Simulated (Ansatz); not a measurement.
# Mg2BeN2: complex band structure

A new crystal, Mg2BeN2: structure, gap and complex bands. It is built by putting N for P, Be for Ba in the BaMg2P2 structure of space group P-3m1, with the volume rescaled by atomic radii. The parent structure comes from the Materials Project.

Method: r2SCAN DFT, plane waves, PAW files, in the first sound run; inputs show where later runs differ, in Ansatz 0.2.0.

Most raw output is cut from this account.

The structure was built from a prototype and need not be the compound's stable phase.

## Step 1: Set-up

The structure is trigonal, space group P-3m1 (No. 164). The conventional cell has a = 3.635 Å, b = 3.635 Å, c = 6.338 Å, α = 90.00°, β = 90.00°, γ = 120.00°. Nearest to Be lie 6 N at 2.74 Å. Nearest to Mg lie 4 N at 2.17 to 2.19 Å. Nearest to N lie 4 Mg at 2.17 to 2.19 Å. It derives from BaMg2P2. N for P, Be for Ba in the BaMg2P2 structure of space group P-3m1. Farther neighbours and most contacts between anions are not listed.

## Step 2: Cell and atoms at rest

The substituted atoms don't fit the parent's cell, so cell and atoms relax together. A small smearing keeps the run stable in case the gap closes on the way.

The input, input.yaml:

```yaml
crystal:
  lattice:
    - [3.634939787, 0.0, 0.0]
    - [-1.8174698935, 3.1479501968, 0.0]
    - [0.0, 0.0, 6.33762851]
  atoms:
    - { symbol: Be, position: [0.0, 0.0, 0.0] }
    - { symbol: Mg, position: [0.6666666667, 0.3333333333, 0.37813727] }
    - { symbol: Mg, position: [0.3333333333, 0.6666666667, 0.62186273] }
    - { symbol: "N", position: [0.6666666667, 0.3333333333, 0.72124853] }
    - { symbol: "N", position: [0.3333333333, 0.6666666667, 0.27875147] }
kpoints:
  mp_grid: { grid: [8, 8, 4] }
scf:
  occupations: { method: gaussian, width: 0.03 }
hamiltonian:
  xc: r2scan
output:
  forces: true
  stress: true
relax:
  f_tol: 0.02
  max_steps: 60
  cell: {}
```

Run with:

```sh
> ansatz run input.yaml --threads 2 --pin off --max-ram 4096MiB --backend cpu --events-out ev --progress --plain --runs-dir out
```

Wall time 11 s (2 threads of AMD EPYC 9R45, shared host); peak memory 0.59 GiB; 20 s of CPU time.

The steps of the relaxation:

| step | energy less that of the first step (eV) | largest force component (eV/Å) | pressure (GPa) | volume (Å³) |
| --- | --- | --- | --- | --- |
| 1 | 0.0000 | 2.6090 | -18.01 | 72.52 |
| 2 | -1.1617 | 1.8418 | -16.85 | 66.69 |
| 3 | -2.3193 | 1.0308 | -12.20 | 59.21 |
| 4 | -3.0172 | 0.6730 | -6.35 | 53.55 |
| 5 | -3.2376 | 0.2261 | 1.35 | 49.13 |
| 6 | -3.2442 | 0.0948 | 1.46 | 49.06 |
| 7 | -3.2467 | 0.0362 | -0.82 | 49.86 |
| 8 | -3.2476 | 0.0185 | 0.04 | 49.62 |
| 9 | -3.2476 | 0.0011 | 0.00 | 49.63 |
| 10* | -3.2408 | 0.0016 | 0.01 | 49.63 |

Relaxation steps marked * repeat the geometry before them on a plane-wave basis chosen anew for their cell, so energy and pressure can jump there.

Forces are held to the 12 operations that the run works with; a distortion that breaks them can't arise in this run.

| cell as run | before | after | change |
| --- | --- | --- | --- |
| a (Å) | 3.635 | 3.357 | -7.6 % |
| b (Å) | 3.635 | 3.357 | -7.6 % |
| c (Å) | 6.338 | 5.085 | -19.8 % |
| volume (Å³/atom) | 14.50 | 9.93 | -31.6 % |

The atoms that moved most (Å, as changes of fractional coordinates times the final cell):

| atom | dx | dy | dz | length |
| --- | --- | --- | --- | --- |
| Mg2 | 0.000 | 0.000 | -0.329 | 0.329 |
| Mg3 | 0.000 | 0.000 | 0.329 | 0.329 |
| N4 | 0.000 | 0.000 | 0.299 | 0.299 |
| N5 | 0.000 | 0.000 | -0.299 | 0.299 |

The relaxed structure:

```
Be Mg N
1.0
     3.35705    0.00000    0.00000
    -1.67853    2.90729    0.00000
     0.00000    0.00000    5.08520
Be Mg N
1 2 2
Cartesian
  0.0000 0.0000 0.0000
  1.6785 0.9691 1.5935
  0.0000 1.9382 3.4917
  1.6785 0.9691 3.9662
  0.0000 1.9382 1.1190
```

Numbers from this step:

```yaml
free_energy: -4717.7158 eV
fermi_energy: 9.496 eV
pressure: 0.008195 GPa
```

The largest force component on a free atom ends at 0.0016 eV/Å.

## Step 3: The bulk crystal and its band edges

The energy window and the wavevectors of the next steps follow from the band edges, so these are searched first, off the mesh as well.

The input, input.yaml:

```yaml
crystal:
  lattice:
    - [3.3570534454, 0.0, 0.0]
    - [-1.6785267227, 2.9072935656, 0.0]
    - [0.0, 0.0, 5.0851984458]
  atoms:
    - { symbol: Be, position: [0.0, 0.0, 0.0] }
    - { symbol: Mg, position: [0.6666666667, 0.3333333333, 0.3133598873] }
    - { symbol: Mg, position: [0.3333333333, 0.6666666667, 0.6866401127] }
    - { symbol: "N", position: [0.6666666667, 0.3333333333, 0.7799519831] }
    - { symbol: "N", position: [0.3333333333, 0.6666666667, 0.2200480169] }
kpoints:
  mp_grid: { grid: [8, 8, 4] }
  band_path: { path: [VBM, CBM], npoints: 30 }
scf:
  occupations: { method: fixed }
hamiltonian:
  xc: r2scan
output:
  eigenvalues: true
  write_potential: true
  write_density: true
  volumetric_format: npy
  elf: true
```

It took 2.3 s on 2 threads; peak memory 0.46 GiB.

Numbers from this step:

```yaml
fermi_energy: 8.545 eV
gap_on_the_k_mesh: 1.902 eV
gap_on_path: 1.902 eV, by band count; negative where bands overlap
direct_gap_on_path: 1.902 eV
edge_places_on_path: 0, 0 1/A along the path
```

Levels at VBM (eV): -5.62, -1.67, -1.67, -1.34, -1.34, 0.00, 1.90, 3.91, 7.12, 7.12.

Electrostatic potential energy in the ac plane at fractional y = 0.333, with atoms of Mg and N within 0.2 Å of it. With pseudopotentials it is smooth inside the atoms' cores, unlike the true potential.

Values in eV, 21 rows by 14 columns, each cell a mean:
```
  9   7   6   7   8  10  11  11  10  10  10  11  11  11
  9   7   7   7   8  10  10   8   1  -5  -3   5  10  10
  9   8   7   7   8  10   8  -3 -22 -34 -29 -12   4  10
  9   7   6   7   8   9   4 -16 -41 -55 -51 -29  -4   8
  8   6   5   5   7   8   2 -19 -46 -58 -54 -34  -7   7
  7   5   4   4   6   8   5 -10 -32 -46 -40 -21   0   8
  7   5   4   4   6   8   8   3  -9 -18 -14  -3   7   9
  7   5   4   5   6   8   9   9   7   5   6   8  10   9
  8   6   6   6   7   8   9  10   9   9   9  10  10   9
  8   8   8   8   8   8   8   7   7   6   7   7   8   8
  8   9   9   9   9   8   6   4   1  -1   0   2   5   7
  8  10  10  10   9   7   3  -3 -13 -20 -17  -8   0   5
  8  10  11  11   9   5  -1 -16 -39 -53 -48 -28  -8   3
  8  10  11  11   9   5  -5 -29 -54 -59 -59 -45 -15   1
  8  10  11  10   9   5  -5 -28 -54 -59 -58 -44 -15   1
  8  10  10  10   9   6  -1 -17 -40 -51 -47 -29  -8   3
  9  10  10  10   9   7   4  -3 -14 -23 -19  -9   1   6
  9  10  10  10  10   9   7   4   2   0   0   3   6   8
  9   9   9   9   9   9   9   8   7   6   6   7   8   9
  9   8   7   8   9  10  10  10  10  10  10  10  10  10
  9   7   6   7   8  10  11  11  11  11  11  11  11  10
```
Columns run along a (3.4 Å; values clipped at the 3rd and 97th percentile), rows up along c (5.1 Å). Atoms in or near the plane, at fractional coordinates: Mg at (0.67, 0.31), N at (0.67, 0.78).

Valence density in the ac plane at fractional y = 0.333, with atoms of Mg and N within 0.2 Å of it. It is the smooth field of the valence electrons, not physical close to the nuclei.

Ten steps, logarithmic in the rise over the least value, from '_' (0 e/Å³) to '@' (29 e/Å³):
```
________________..............____
______________....::::::::::::....
____________....::----====--::::..
..__________..::--====++++==--::..
..__________..::--==++++++++==--::
..__________..::--==++++++++==--::
..__________..::--==++++++++==::..
..__________....::--========--::..
______________..::::--------::....
______________......::::::::....__
__________________............____
______________________....________
__________________________________
____________________......________
__________________..--====--..____
________________..==**####**--..__
____......______::**%%@@@@##++..__
............__..--**%%@@@@%%++::__
................::++%%@@@@##==....
..................--++##**++::....
..............____..::----::..____
..............____________________
__..........______________________
____......________________________
__________________________________
__________________________________
```
Columns run along a (3.4 Å), rows up along c (5.1 Å). Atoms in or near the plane, at fractional coordinates: Mg at (0.67, 0.31), N at (0.67, 0.78).

ELF in the ac plane at fractional y = 0.333, with atoms of Mg and N within 0.2 Å of it. It is the smooth field of the valence electrons, not physical close to the nuclei.

Ten even steps from '_' (0.02) to '@' (0.84):
```
::::::::::::::--++**##%%%%##**++--
==::::..::--==**%%@@@@@@@@@@%%##**
++--::..::==**%%@@@@@@@@@@@@@@@@##
**==::..::==##@@@@@@%%****%%@@@@%%
##--......==##@@@@@@++..::**@@@@@@
**::____..--##@@@@%%==__..++@@@@@@
++..______::**@@@@@@**--==##@@@@%%
==________..++%%@@@@@@%%%%@@@@@@##
--________..==##@@@@@@@@@@@@@@%%##
::________..--**%%@@@@@@@@@@@@%%++
..________..::++##%%%%@@@@%%##**==
..__________..--==++++++++++++==::
....................________......
..::::--::::..________....________
..--======--..____..--====--..____
::++****++==..__..==++====++--____
--**######++::__::====::--====..__
--####%%##**::__::==--::::====..__
++%%%%%%%%##--__..====----==--__..
**%%%%@@%%##++..__--==++++==::__..
##%%@@@@@@%%**::____::----..____--
**%%@@@@%%##**--______________..==
++##%%%%%%##++::..____________..--
==**######++--....____________..::
::--++++==--::......::::::........
..::::--::::....::--==++++==--::..
```
Columns run along a (3.4 Å), rows up along c (5.1 Å). Atoms in or near the plane, at fractional coordinates: Mg at (0.67, 0.31), N at (0.67, 0.78).

The searched edges give 1.90 eV, as on the mesh.

## Step 4: Complex bands, plane (001), k-mesh 8×8×6

This step: r2SCAN DFT, plane waves, PAW files; complex bands by layer matching along the plane's normal (Ansatz 0.2.0).

The same crystal is laid in a cell whose first two vectors span the (001) plane (indices of the standard conventional cell, whose axes can be ordered otherwise than in the bulk input). At fixed energy and wavevector in the plane the solver finds all kz, real and complex. A few wavevectors are listed, (0, 0) and (0.5, 0) in units of the plane's reciprocal vectors; the slowest state needn't be among them.

The input, input.yaml:

```yaml
crystal:
  lattice:
    - [3.357053445, 0.0, 0.0]
    - [1.678526723, 2.907293566, 0.0]
    - [0.0, 0.0, 5.085198446]
  atoms:
    - { symbol: Be, position: [0.0, 0.0, 0.0] }
    - { symbol: Mg, position: [0.3333333333, 0.3333333333, 0.3133598873] }
    - { symbol: Mg, position: [0.6666666667, 0.6666666667, 0.6866401127] }
    - { symbol: "N", position: [0.3333333333, 0.3333333333, 0.7799519831] }
    - { symbol: "N", position: [0.6666666667, 0.6666666667, 0.2200480169] }
kpoints:
  mp_grid: { grid: [8, 8, 6] }
scf:
  occupations: { method: fixed }
hamiltonian:
  xc: r2scan
output:
  eigenvalues: true
  transmission:
    leads: [[0, 0]]
    kpoints: [[0.0, 0.0], [0.5, 0.0]]
    e_range: [-1.0, 2.9]
    de: 0.07
```

Elapsed: 2.9 s, on 2 threads; peak memory 0.51 GiB.

This step gave:

```yaml
free_energy: -4717.7161 eV
gap_on_the_k_mesh: 1.903 eV
level_to_which_the_leads_are_filled: 0.9513 eV from the Fermi level
decay_constant_at_the_filling_level_zone_centre: 0.1434 Å⁻¹
decay_constant_at_the_filling_level_slowest_listed_point: 0.1434 Å⁻¹
```

K parallel (0, 0); values up to 1.5 1/Å, a degenerate pair printed once or twice; energies at which all values exceed this have no row. Im kz of the slowest decaying states against energy, zero at the highest filled level on the SCF mesh:

| energy (eV) | decay 1 (Å⁻¹) | decay 2 (Å⁻¹) | decay 3 (Å⁻¹) |
| --- | --- | --- | --- |
| -1.00 | 0.929 | 1.15 | - |
| -0.86 | 0.968 | 1.14 | - |
| -0.72 | 0.996 | 1.13 | - |
| -0.58 | 1.02 | 1.12 | - |
| -0.44 | 1.03 | 1.11 | - |
| -0.37 | 1.04 | 1.11 | - |
| -0.23 | 1.05 | 1.10 | - |
| -0.09 | 1.06 | 1.09 | - |
| -0.02 | 1.06 | 1.08 | - |
| 0.05 | 0.0450 | 1.07 | 1.08 |
| 0.19 | 0.0842 | 1.07 | 1.07 |
| 0.33 | 0.107 | 1.06 | 1.08 |
| 0.47 | 0.122 | 1.05 | 1.08 |
| 0.61 | 0.132 | 1.04 | 1.08 |
| 0.75 | 0.139 | 1.03 | 1.08 |
| 0.89 | 0.143 | 1.02 | 1.08 |
| 0.96 | 0.143 | 1.01 | 1.08 |
| 1.10 | 0.142 | 1.000 | 1.08 |
| 1.24 | 0.138 | 0.989 | 1.08 |
| 1.38 | 0.130 | 0.977 | 1.07 |
| 1.52 | 0.118 | 0.965 | 1.07 |
| 1.66 | 0.0986 | 0.952 | 1.07 |
| 1.80 | 0.0672 | 0.940 | 1.06 |
| 1.94 | 0.926 | 1.06 | - |
| 2.08 | 0.912 | 1.05 | - |
| 2.22 | 0.897 | 1.05 | - |
| 2.29 | 0.890 | 1.04 | - |
| 2.43 | 0.873 | 1.04 | - |
| 2.57 | 0.856 | 1.03 | - |
| 2.71 | 0.836 | 1.02 | - |
| 2.85 | 0.814 | 1.02 | - |

K parallel (0, 0). Re kz of states that move upwards, channel 1 against energy, zero at the highest filled level on the SCF mesh:

| energy (eV) | Re kz of states that move upwards, channel 1 (Å⁻¹) |
| --- | --- |
| -1.00 | -0.247 |
| -0.79 | -0.212 |
| -0.65 | -0.187 |
| -0.44 | -0.148 |
| -0.30 | -0.119 |
| -0.09 | -0.0619 |
| -0.02 | -0.0284 |
| 0.12 | - |
| 0.26 | - |
| 0.47 | - |
| 0.68 | - |
| 0.82 | - |
| 1.03 | - |
| 1.17 | - |
| 1.38 | - |
| 1.59 | - |
| 1.73 | - |
| 1.94 | 0.0428 |
| 2.15 | 0.117 |
| 2.29 | 0.153 |
| 2.50 | 0.203 |
| 2.64 | 0.236 |
| 2.85 | 0.287 |

K parallel (0.5, 0); values up to 1.5 1/Å, a degenerate pair printed once or twice; energies at which all values exceed this have no row. The Im kz of the slowest decaying states by energy, zero at the highest filled level on the SCF mesh:

| energy (eV) | decay 1 (Å⁻¹) | decay 2 (Å⁻¹) | decay 3 (Å⁻¹) |
| --- | --- | --- | --- |
| -1.00 | 0.196 | 0.230 | 1.10 |
| -0.86 | 0.228 | 0.304 | 1.09 |
| -0.72 | 0.253 | 0.357 | 1.08 |
| -0.58 | 0.273 | 0.398 | 1.07 |
| -0.44 | 0.289 | 0.432 | 1.06 |
| -0.37 | 0.297 | 0.447 | 1.05 |
| -0.23 | 0.310 | 0.473 | 1.04 |
| -0.09 | 0.320 | 0.495 | 1.03 |
| -0.02 | 0.325 | 0.505 | 1.02 |
| 0.05 | 0.329 | 0.515 | 1.01 |
| 0.19 | 0.337 | 0.532 | 1.00 |
| 0.33 | 0.343 | 0.547 | 0.991 |
| 0.47 | 0.348 | 0.560 | 0.979 |
| 0.61 | 0.351 | 0.571 | 0.967 |
| 0.75 | 0.354 | 0.582 | 0.954 |
| 0.89 | 0.356 | 0.591 | 0.942 |
| 0.96 | 0.356 | 0.595 | 0.935 |
| 1.10 | 0.356 | 0.602 | 0.922 |
| 1.24 | 0.355 | 0.608 | 0.909 |
| 1.38 | 0.354 | 0.614 | 0.896 |
| 1.52 | 0.351 | 0.619 | 0.883 |
| 1.66 | 0.347 | 0.623 | 0.869 |
| 1.80 | 0.343 | 0.626 | 0.855 |
| 1.94 | 0.337 | 0.629 | 0.840 |
| 2.08 | 0.330 | 0.631 | 0.825 |
| 2.22 | 0.323 | 0.632 | 0.810 |
| 2.29 | 0.318 | 0.632 | 0.802 |
| 2.43 | 0.309 | 0.633 | 0.787 |
| 2.57 | 0.298 | 0.633 | 0.770 |
| 2.71 | 0.285 | 0.632 | 0.753 |
| 2.85 | 0.271 | 0.631 | 0.736 |

At the listed wavevectors the last open channel is at -0.02 eV and the next at +1.94 eV on the grid. At +0.96 eV, the grid energy nearest the filling level (the middle of the gap on the SCF mesh), the slowest state at the listed wavevectors decays with κ = 0.143 Å⁻¹, its amplitude falling by e over 7.0 Å. Through 1 nm of this crystal that state's transmission falls by exp(−2 × 0.143 Å⁻¹ × 10 Å) = 0.057.

## Step 5: Decay over the two-dimensional zone

The listed points could miss the slowest state, so one energy near mid-gap is solved on a mesh of 14×14.

input.yaml, as its differences from that of step 4:

```diff
@@ -19,6 +19,2 @@
   eigenvalues: true
-  transmission:
-    leads: [[0, 0]]
-    kpoints: [[0.0, 0.0], [0.5, 0.0]]
-    e_range: [-1.0, 2.9]
-    de: 0.07
+  transmission: { leads: [[0, 0]], kmesh: [14, 14], e_range: [0.95, 0.96], de: 0.05 }
```

Wall time 2.7 s (2 threads); peak memory 0.49 GiB.

This step gave:

```
least decay constant on the mesh : 0.1434 Å⁻¹
```

Slowest decay constant (1/Å; 0 where a channel is open) over k1 and k2. At 0.9500 eV from the Fermi level.

Ten even steps from '0' (0.143) to '9' (0.464):
```
67777765678765
67777665688656
77777766898667
77778887667888
67678963236987
66668621126866
65567310137655
66686211268666
67896323698767
78887667888777
77668986677777
66568865667777
65678765677777
66677666667766
```
Columns: k1 (b1) from -0.5 to 0.429; rows upwards: k2 (b2) from -0.5 to 0.429.

The least value on the mesh is 0.143 Å⁻¹ at +0.95 eV. At that energy the listed points give about 0.143 Å⁻¹ by interpolation, so the mesh holds no clearly slower state.

(Part 1 of 2 ends here.)

[Logs are printed without paths, hosts, clocks, repeated set-up lines and the standing remarks that a program may print on its own settings, such as how far it seeks lower states.]

[Hosts, paths, dates, database ids (printed as entryN), source tags and the programs' standing remarks are cut or masked in the printed files.]
